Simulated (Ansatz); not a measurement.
**Starting-point dependence of the GW gap of SnO2 (Cassiterite)**

One-shot GW is not self-consistent; how far does the start matter for SnO2 (Cassiterite)?

Program: Ansatz 0.2.0. Level of theory: G0W0 on several functionals, plane waves, PAW. Results are calculated unless marked as measured.

In doubt: masses and optical values from hybrid runs of this build are listed as unsure (step 4), which bears on the screening that GW takes from such a start.

## Step 1: The structure

The structure is tetragonal, space group P4_2/mnm (No. 136). Conventional cell: a = 4.738 Å, b = 4.738 Å, c = 3.187 Å, α = 90.00°, β = 90.00°, γ = 90.00°. Nearest to Sn lie 6 O at 2.05 to 2.06 Å. O has 3 Sn at 2.05 to 2.06 Å nearest. Farther neighbours and most contacts between anions are not listed.

The cell and positions come from the Crystallography Open Database and are kept as given unless a step says otherwise. The default PAW set here is soft_2. Its files were made with PBE.

## Step 2: G0W0 on LDA

Now the one-shot GW correction: screening in the RPA, then the self-energy of the levels asked for.

This step: G0W0 on LDA, plane waves, PAW.

input.yaml reads:

```yaml
crystal:
  lattice:
    - [4.738, 0.0, 0.0]
    - [0.0, 4.738, 0.0]
    - [0.0, 0.0, 3.1865]
  atoms:
    - { symbol: Sn, position: [0.0, 0.0, 0.0] }
    - { symbol: Sn, position: [0.5, 0.5, 0.5] }
    - { symbol: O, position: [0.3071, 0.3071, 0.0] }
    - { symbol: O, position: [0.1929, 0.8071, 0.5] }
    - { symbol: O, position: [0.6929, 0.6929, 0.0] }
    - { symbol: O, position: [0.8071, 0.1929, 0.5] }
kpoints:
  mp_grid: { grid: [4, 4, 4] }
hamiltonian:
  xc: lda
scf:
  occupations: { method: fixed }
gw:
  n_empty_bands: 162
  ecut_chi: 100
  qp_bands: [v2, c2]
  qp_kpoints: band_edges
  screening: { model: contour_deformation }
```

Launch:

```console
ansatz run input.yaml --threads 3 --pin off --max-ram 92160MiB --backend cuda --events-out ev --progress --plain --runs-dir out --devices 1 --max-vram 13GiB  # rebuilt from the run's record
```

Numbers of over 12 decimals in the logs are rounded to 6 here.

What it wrote:

```text
GPUs: using 1 of 1 available (devices: 1).
Engine: ansatz 0.2.0, x86_64-unknown-linux-gnu
Pseudopotentials: kind: paw
Pseudopotential: Sn, paw, valence charge 14, recommended cutoff 420 eV (normal), Sn.paw.azcp
Pseudopotential: O, paw, valence charge 6, recommended cutoff 420 eV (normal), O.paw.azcp
Functional definition: SPW92
  exchange = slater_x
  correlation = pw_c
device memory: the entry about to start is reckoned to put 0.8 GiB on a device that reports 47.2 GiB free (of which the cap on the GPU budget leaves the run 13.0 GiB)
GPU FFT provider: cuFFT
GPU libraries: cuBLAS 13.8.2, cuFFT 12.4.0, cuSOLVER 12.3.4
Crystal: 6 atoms, lattice volume = 71.533 Å³
Basis set: ecut = 420 eV, 1411 PW (Γ)
Bands: 32, of which v1, the nominal top of the filled ones, is band 26 counted from 1 (25 counted from 0)
Symmetry: 16 space group operations
Space group: P42/mnm (ITA 136), of the structure as read, at distance tolerance 4.2e-5 Å
k-points: 18 of 64
Non-local potential: Sn, projectors of the file, l = 0: 2, l = 1: 2, l = 2: 2, l = 3: 2
Non-local potential: O, projectors of the file, l = 0: 2, l = 1: 2, l = 2: 1
PAW form: soft (Blöchl's): semilocal exchange-correlation on the pseudo side does not see the compensation charge
PAW frozen core: Sn, regenerated for the run's functional, and the local potential with it (the file was generated under x = pbe(κ = 0.804, μ = 0.219515), c = pbe(β = 0.066725))
PAW frozen core: O, regenerated for the run's functional, and the local potential with it (the file was generated under x = pbe(κ = 0.804, μ = 0.219515), c = pbe(β = 0.066725))
PAW one-centre angular grid: Sn, 590 points (default); XC on 64 Gauss nodes
PAW one-centre angular grid: O, 110 points (default); XC on 64 Gauss nodes
Initial density: superposition of atomic densities (neutral atoms: chi_scale 0, normalization atom), corrected by the library's trained network
Initial wavefunctions: pseudopotential atomic-orbital guess
GPU buffer pool allocated for 24576 grid points (all kernels)
GPU transforms: local potential and band sums: pruned to the plane-wave sphere, on 32×32×24
Functional: x = slater, c = lda
SCF iter   1: F=—  HF=-13980.411372 eV  |F-HF|=—  |Δ(HF+E_count)|=         —  Δρ=1.87e-2  dr2=2.08e-1  ethr=1.77e-3  ⟨swp⟩=4.0  Hψ=2233  notcnv=0  defer=70
preconditioner: auto → Resta (q_TF=auto, 2.587 Å⁻¹)  ε∞=3.7  [insulator: Δε(μ)=0.964 eV  Ē_g=19.410 eV  n_scr=18 (ndim 8)  ℏωp=31.7 eV  f_vac=0.027  ε∞_Penn≈3.7]
SCF iter   2: F=—  HF=-13980.351244 eV  |F-HF|=—  |Δ(HF+E_count)|=   6.01e-2  Δρ=4.87e-3  dr2=6.69e-3  ethr=4.00e-4  ⟨swp⟩=2.2  Hψ=933  notcnv=0  defer=72
SCF iter   3: F=—  HF=-13980.348897 eV  |F-HF|=—  |Δ(HF+E_count)|=   2.35e-3  Δρ=2.11e-3  dr2=1.67e-3  ethr=1.29e-5  ⟨swp⟩=2.0  Hψ=1030  notcnv=0  defer=72
SCF iter   4: F=—  HF=-13980.348345 eV  |F-HF|=—  |Δ(HF+E_count)|=   5.52e-4  Δρ=3.67e-4  dr2=7.00e-5  ethr=3.22e-6  ⟨swp⟩=3.0  Hψ=984  notcnv=0  defer=59
SCF iter   5: F=—  HF=-13980.348339 eV  |F-HF|=—  |Δ(HF+E_count)|=   5.25e-6  Δρ=7.41e-5  dr2=2.92e-6  ethr=1.35e-7  ⟨swp⟩=1.6  Hψ=648  notcnv=0  defer=36
SCF iter   6: F=-13980.348340 eV  HF=-13980.348340 eV  |F-HF|=2.92e-8  |Δ(HF+E_count)|=   7.81e-7  Δρ=1.01e-5  dr2=7.23e-8  ethr=1.92e-10  ⟨swp⟩=7.3  Hψ=2479  notcnv=0
SCF 1 converged in 6 iterations: F = -13980.348340 eV  dr2 = 7.23e-8
  greatest PAW one-centre occupation: 0.998 electrons in one spin orbital (limit 2), on the Sn atom at site 1 (counted from 0), in its partial waves of l = 2
device memory: the entry about to start is reckoned to put 0.9 GiB (of the 1.0 GiB reckoned in all, the device holds 0.1 GiB already) on a device that reports 47.3 GiB free (of which the cap on the GPU budget leaves the run 12.9 GiB)
NSCF: frozen V_eff on 18 k-points, pencils in batches of 32, up to order 128
the band table was solved once the SCF had ended and its energy, with any forces and stress, was formed, with the checks that follow a solve (2287 applications of the Hamiltonian). They found nothing against the state; the energy, forces and stress were not computed again (output.eigenvalues in the input reference)
device memory: the entry about to start is reckoned to put 3.4 GiB on a device that reports 47.1 GiB free (of which the cap on the GPU budget leaves the run 13.0 GiB)
NSCF: frozen V_eff on 18 k-points
G₀W₀ screening: q 1/18
[... further progress lines ...]
SCF converged after 6 iterations
Free energy (F): -13980.348340 eV
Harris-Foulkes:  -13980.348340 eV  (|F-HF|=2.92e-8)
Internal energy: -13980.348340 eV  (E = F + TS)
E sigma→0 (E₀):  -13980.348340 eV
Fermi energy:    9.161780 eV
--- Per-component energies (eV) ---
  E_band       = -131.367547
  E_kinetic    = 1081.137790
  E_local      = -2868.035998  (includes V_loc(G=0)·N_el)
  E_nonlocal   = 150.994027
  E_hartree    = 1481.772345
  E_xc         = -1041.935875
  E_vxc        = -564.346005  (∫ρ·V_xc dr)
  E_paw        = -8602.676522  (= ΣΔE_a)
  E_vpaw       = -894.688850  (= ΣTr[D̂ρ^β])
  E_aug_tail   = 0.010189  (compensation charges beyond the density's cutoff)
  E_ewald      = -4182.851779
  E_core_change = 1.237482  (= ΣΔE_core)
  E_smearing   = -0.000000  (= −TS)
  E_closure    = 0.000000  (closes the sum)
  Σ components = -13980.348340   (vs F -13980.348340, Δ=0.00e0)
--- Band table (eV; the first three rows and the last of 18) ---
  k-point 0: bands = [... 22 lower, 7.9057, 8.3640, 8.3640, 9.1618, 10.2943, 15.0674, 15.2713, 15.2713, ... 2 higher]
  k-point 1: bands = [... 22 lower, 6.5965, 8.3018, 8.3018, 8.6465, 12.8666, 15.8717, 17.3581, 17.3581, ... 2 higher]
  k-point 2: bands = [... 22 lower, 7.4610, 7.4610, 7.8825, 7.8825, 15.1782, 15.1782, 18.6760, 18.6760, ... 2 higher]
  k-point 17: bands = [... 22 lower, 8.1666, 8.1666, 8.3161, 8.3161, 13.8721, 13.8721, 17.7633, 17.7633, ... 2 higher]
--- G₀W₀: contour deformation, 7 samples at zero and on the imaginary axis and 2 off it, 64 q-points, 162 empty bands' worth ---
  eigenvalues of the whole cell's RPA ε∞ on this k-mesh (on a slab, of 1 + 4πα/V) = 4.7469, 4.7469, 4.9486; static W/v taken at q = 0 is 0.206418
  bands read: the sum over 188 bands ends inside a degenerate multiplet in 1 slot, whose members it reads at an even weight; the widest, k=0: bands 188 to 189 (counted from 1) at 1/2 each
  gw.qp_kpoints: band_edges: 8 of 18 stored k-points solved, in 1 pass; an edge of the gap read off the rows below is read off those points alone
    valence top: of the k-points left out ik 1 came nearest to being solved in a further pass, in band 26 (counted from 1, as in the quasiparticle table): it holds the edge there only if its correction is more favourable than any solved in that band by at least 0.370 eV; those differ by 0.280 eV
    conduction bottom: of the k-points left out ik 1 came nearest to being solved in a further pass, in band 27 (counted from 1, as in the quasiparticle table): it holds the edge there only if its correction is more favourable than any solved in that band by at least 2.572 eV; those differ by 0.684 eV
    ik  band        ε_KS         Σx   Σc(E_QP)       V_xc       Z   E_QP_lin       E_QP  E_QP is
     0    25      8.3640   -26.3240     4.9903   -20.8766  0.7488     7.9030     7.9070  root
     0    26      9.1618   -27.0846     5.3376   -21.2248  0.7494     8.6345     8.6397  root
     0    27     10.2943   -14.7093    -3.3774   -19.1710  0.8211    11.3992    11.3786  root
     0    28     15.0674   -12.2025    -4.6778   -18.4006  0.7999    16.6382    16.5876  root
     2    25      7.8825   -26.1875     5.4839   -20.0464  0.7401     7.2150     7.2254  root
     2    26      7.8825   -26.1875     5.4839   -20.0464  0.7401     7.2150     7.2254  root
     2    27     15.1782   -14.8483    -4.6346   -21.2517  0.7839    17.0141    16.9469  root
     2    28     15.1782   -14.8483    -4.6346   -21.2517  0.7839    17.0141    16.9469  root
     3    25      8.4033   -26.4219     5.0206   -20.9320  0.7489     7.9298     7.9340  root
     3    26      8.8652   -26.5825     5.2671   -20.7690  0.7487     8.3128     8.3187  root
     3    27     11.5936   -15.8506    -3.0941   -20.1290  0.8060    12.7986    12.7779  root
     3    28     14.6514   -13.1110    -4.4136   -18.9976  0.7966    16.1720    16.1244  root
     6    25      8.5082   -26.4519     5.1059   -20.8335  0.7488     7.9905     7.9957  root
     6    26      8.5082   -26.4519     5.1059   -20.8335  0.7488     7.9905     7.9957  root
     6    27     13.4434   -15.0328    -3.8347   -20.2776  0.7948    14.8922    14.8535  root
     6    28     13.4434   -15.0328    -3.8347   -20.2776  0.7948    14.8922    14.8535  root
     8    25      8.4402   -27.1273     4.5201   -22.2303  0.7596     8.0609     8.0632  root
     8    26      8.4402   -27.1273     4.5201   -22.2303  0.7596     8.0609     8.0632  root
     8    27     15.4512   -14.9953    -4.6970   -21.4599  0.7798    17.2981    17.2188  root
     8    28     15.4512   -14.9953    -4.6970   -21.4599  0.7798    17.2981    17.2188  root
     9    25      8.3139   -26.4051     5.1732   -20.7071  0.7466     7.7836     7.7892  root
     9    26      8.6701   -26.4642     5.3134   -20.5761  0.7471     8.0888     8.0955  root
     9    27     12.3602   -15.7908    -3.3628   -20.4532  0.8015    13.6858    13.6598  root
     9    28     14.3831   -13.2594    -4.3754   -19.1055  0.7981    15.8993    15.8538  root
    13    25      8.4124   -26.5325     5.2356   -20.7431  0.7469     7.8523     7.8586  root
    13    26      8.4124   -26.5325     5.2356   -20.7431  0.7469     7.8523     7.8586  root
    13    27     14.3296   -14.7275    -4.2946   -20.6185  0.7934    15.9780    15.9260  root
    13    28     14.3296   -14.7275    -4.2946   -20.6185  0.7934    15.9780    15.9260  root
    17    25      8.3161   -26.5292     5.5049   -20.4072  0.7427     7.6907     7.6989  root
    17    26      8.3161   -26.5292     5.5049   -20.4072  0.7427     7.6907     7.6989  root
    17    27     13.8721   -13.4779    -4.2400   -19.2498  0.8083    15.4440    15.4039  root
    17    28     13.8721   -13.4779    -4.2400   -19.2498  0.8083    15.4440    15.4039  root
```

The job ended after 16 s (1 × NVIDIA H100 80GB HBM3 (shared by 6 runs) with 3 threads of AMD EPYC 7R13 (Zen 3), shared host; peak memory 1.2 GiB).

Reading the cycles: dr2 is the Hartree energy of the density residual (eV), the measure of convergence; HF is the Harris–Foulkes estimate of the energy, which meets the free energy F at convergence.

Numbers from this step:

| Property | Result |
| --- | --- |
| bands summed | 188 |
| RPA ε∞ on this mesh (eigenvalues) | 4.747, 4.747, 4.949 |
| plane waves in the screening matrix | 161 |
| q-points in the mesh | 64 |
| G0W0 gap on the mesh | 2.739 eV |
| k of the valence top | 0, 0, 0 |
| k of the conduction bottom | 0, 0, 0 |
| starting gap on the mesh | 1.133 eV |
| Z at the valence top | 0.7494 |
| Z at the conduction bottom | 0.8211 |
| least direct G0W0 gap on the computed points | 2.739 eV |

The gap on the mesh goes from 1.13 eV to 2.74 eV, a correction of +1.61 eV. Between the two edge states, bare exchange in place of the xc potential would open the gap by 10.32 eV, and correlation takes back 8.71 eV.

## Step 3: G0W0 on PBE

The same correction from a different start measures what one shot leaves open.

This step: G0W0 on PBE, plane waves, PAW.

Edit input.yaml of step 2 so:

```diff
@@ -15,3 +15,3 @@
 hamiltonian:
-  xc: lda
+  xc: pbe
 scf:
```

What it wrote:

```text
GPUs: using 1 of 1 available (devices: 1).
[...]
GPU FFT provider: cuFFT
GPU libraries: cuBLAS 13.8.2, cuFFT 12.4.0, cuSOLVER 12.3.4
Crystal: 6 atoms, lattice volume = 71.533 Å³
Basis set: ecut = 420 eV, 1411 PW (Γ)
Bands: 32, of which v1, the nominal top of the filled ones, is band 26 counted from 1 (25 counted from 0)
Symmetry: 16 space group operations
[...]
k-points: 18 of 64
[...]
GPU buffer pool allocated for 24576 grid points (all kernels)
[...]
SCF iter   1: F=—  HF=-14317.827550 eV  |F-HF|=—  |Δ(HF+E_count)|=         —  Δρ=1.06e-3  dr2=2.11e-4  ethr=1.77e-3  ⟨swp⟩=4.0  Hψ=2235  notcnv=0  defer=72
[...]
SCF iter   6: F=-14317.829556 eV  HF=-14317.829556 eV  |F-HF|=5.45e-9  |Δ(HF+E_count)|=   1.71e-7  Δρ=3.03e-6  dr2=3.53e-9  ethr=1.62e-10  ⟨swp⟩=6.4  Hψ=2419  notcnv=0
SCF 1 converged in 6 iterations: F = -14317.829556 eV  dr2 = 3.53e-9
[...]
NSCF: frozen V_eff on 18 k-points, pencils in batches of 32, up to order 128
[...]
NSCF: frozen V_eff on 18 k-points
G₀W₀ screening: q 1/18
[... further progress lines ...]
SCF converged after 6 iterations
Free energy (F): -14317.829556 eV
[...]
Internal energy: -14317.829556 eV  (E = F + TS)
E sigma→0 (E₀):  -14317.829556 eV
Fermi energy:    9.528859 eV
[...]
--- Band table (eV; the first three rows and the last of 18) ---
  k-point 0: bands = [... 22 lower, 8.3075, 8.7549, 8.7549, 9.5289, 10.8096, 15.6959, 15.8975, 15.8975, ... 2 higher]
  k-point 1: bands = [... 22 lower, 7.0118, 8.6906, 8.6906, 9.0286, 13.3864, 16.4846, 17.9807, 17.9807, ... 2 higher]
  k-point 2: bands = [... 22 lower, 7.8755, 7.8755, 8.2711, 8.2711, 15.7701, 15.7701, 19.3182, 19.3182, ... 2 higher]
  k-point 17: bands = [... 22 lower, 8.5599, 8.5599, 8.6943, 8.6943, 14.4679, 14.4679, 18.4248, 18.4248, ... 2 higher]
[...]
0    25      8.7549   -26.4238     5.0395   -20.7674  0.7523     8.1309     8.1380  root
     0    26      9.5289   -27.1775     5.3781   -21.1422  0.7527     8.8637     8.8716  root
     0    27     10.8096   -14.4338    -3.3378   -18.5808  0.8249    11.6257    11.6188  root
     0    28     15.6959   -12.1122    -4.5540   -17.8356  0.8029    16.8950    16.8653  root
     2    25      8.2711   -26.2875     5.5340   -19.9253  0.7437     7.4268     7.4430  root
     2    26      8.2711   -26.2875     5.5340   -19.9253  0.7437     7.4268     7.4430  root
     2    27     15.7701   -14.7508    -4.5087   -20.7659  0.7878    17.3187    17.2765  root
     2    28     15.7701   -14.7508    -4.5087   -20.7659  0.7878    17.3187    17.2765  root
[...]
17    25      8.6943   -26.6246     5.5471   -20.3046  0.7461     7.9088     7.9215  root
    17    26      8.6943   -26.6246     5.5471   -20.3046  0.7461     7.9088     7.9215  root
    17    27     14.4679   -13.3307    -4.1517   -18.6872  0.8118    15.7000    15.6728  root
    17    28     14.4679   -13.3307    -4.1517   -18.6872  0.8118    15.7000    15.6728  root
```

Elapsed: 11 s, on 1 × NVIDIA H100 80GB HBM3 (shared by 6 runs) with 3 threads; peak memory 1.2 GiB.

This step gave:

| Property | Result |
| --- | --- |
| bands summed | 188 |
| RPA ε∞ on this mesh (eigenvalues) | 4.508, 4.508, 4.758 |
| plane waves in the screening matrix | 161 |
| q-points in the mesh | 64 |
| G0W0 gap on the mesh | 2.747 eV |
| k of the valence top | 0, 0, 0 |
| k of the conduction bottom | 0, 0, 0 |
| starting gap on the mesh | 1.281 eV |
| Z at the valence top | 0.7527 |
| Z at the conduction bottom | 0.8249 |
| least direct G0W0 gap on the computed points | 2.747 eV |

Against the run with 4×4×4 mesh, 162 empty bands, screening to 100 eV on LDA, the gap moves by +0.008 eV, while the start moved by +0.15 eV.

## Step 4: G0W0 on HSE06

This step: G0W0 on HSE06, plane waves, PAW.

Edit input.yaml of step 3 so:

```diff
@@ -15,3 +15,3 @@
 hamiltonian:
-  xc: pbe
+  xc: hse06
 scf:
```

What it wrote:

```text
GPUs: using 1 of 1 available (devices: 1).
[...]
davidson cushion auto → on  (no smearing: the cushion is to keep the highest requested band from converging to the state above it; pin scf.eigensolver.cushion to override)
[...]
GPU FFT provider: cuFFT
GPU libraries: cuBLAS 13.8.2, cuFFT 12.4.0, cuSOLVER 12.3.4
Crystal: 6 atoms, lattice volume = 71.533 Å³
Basis set: ecut = 420 eV, 1411 PW (Γ)
[...]
2    27     16.5791   -14.1746    -4.2145   -19.5514  0.8266    17.7525    17.7414  root
     2    28     16.5791   -14.1746    -4.2145   -19.5514  0.8266    17.7525    17.7414  root
[...]
17    25      7.2775   -26.6308     4.9244   -21.7382  0.7880     7.3094     7.3094  root
    17    26      7.2775   -26.6308     4.9244   -21.7382  0.7880     7.3094     7.3094  root
    17    27     15.0969   -12.6584    -3.9677   -17.5715  0.8460    16.0480    16.0423  root
    17    28     15.0969   -12.6584    -3.9677   -17.5715  0.8460    16.0480    16.0423  root
[key lines of the parts left out:]
Free energy (F): -14325.528815 eV
Fermi energy:    8.185129 eV
```

The job ended after 50 s (1 × NVIDIA H100 80GB HBM3 (shared by 6 runs) with 3 threads; peak memory 1.6 GiB).

This step gave:

| Item | Value |
| --- | --- |
| bands summed | 188 |
| RPA ε∞ on this mesh (eigenvalues) | 3.376, 3.376, 3.735 |
| plane waves in the screening matrix | 161 |
| G0W0 gap on the mesh | 3.638 eV |
| k of the valence top | 0, 0, 0 |
| k of the conduction bottom | 0, 0, 0 |
| starting gap on the mesh | 3.041 eV |
| least direct G0W0 gap on the computed points | 3.638 eV |

Against the run with 4×4×4 mesh, 162 empty bands, screening to 100 eV on PBE, the gap moves by +0.89 eV, while the start moved by +1.76 eV.

[end of part 1 of 2]

[Paths, hosts, dates, memory and timing lines, banners, echoed tables and standing remarks are left out of the program output.]

[Logs are printed without paths, hosts, clocks, repeated set-up lines and the standing remarks that a program may print on its own settings, such as how far it seeks lower states.]

[Runs of the session that timed out or met a known fault of the program may be left out.]

[Cells called generated may have been cut or substituted from an entry of the Crystallography Open Database or the Materials Project.]

[Hosts, paths, dates, database ids (printed as entryN), source tags and the programs' standing remarks are cut or masked in the printed files.]
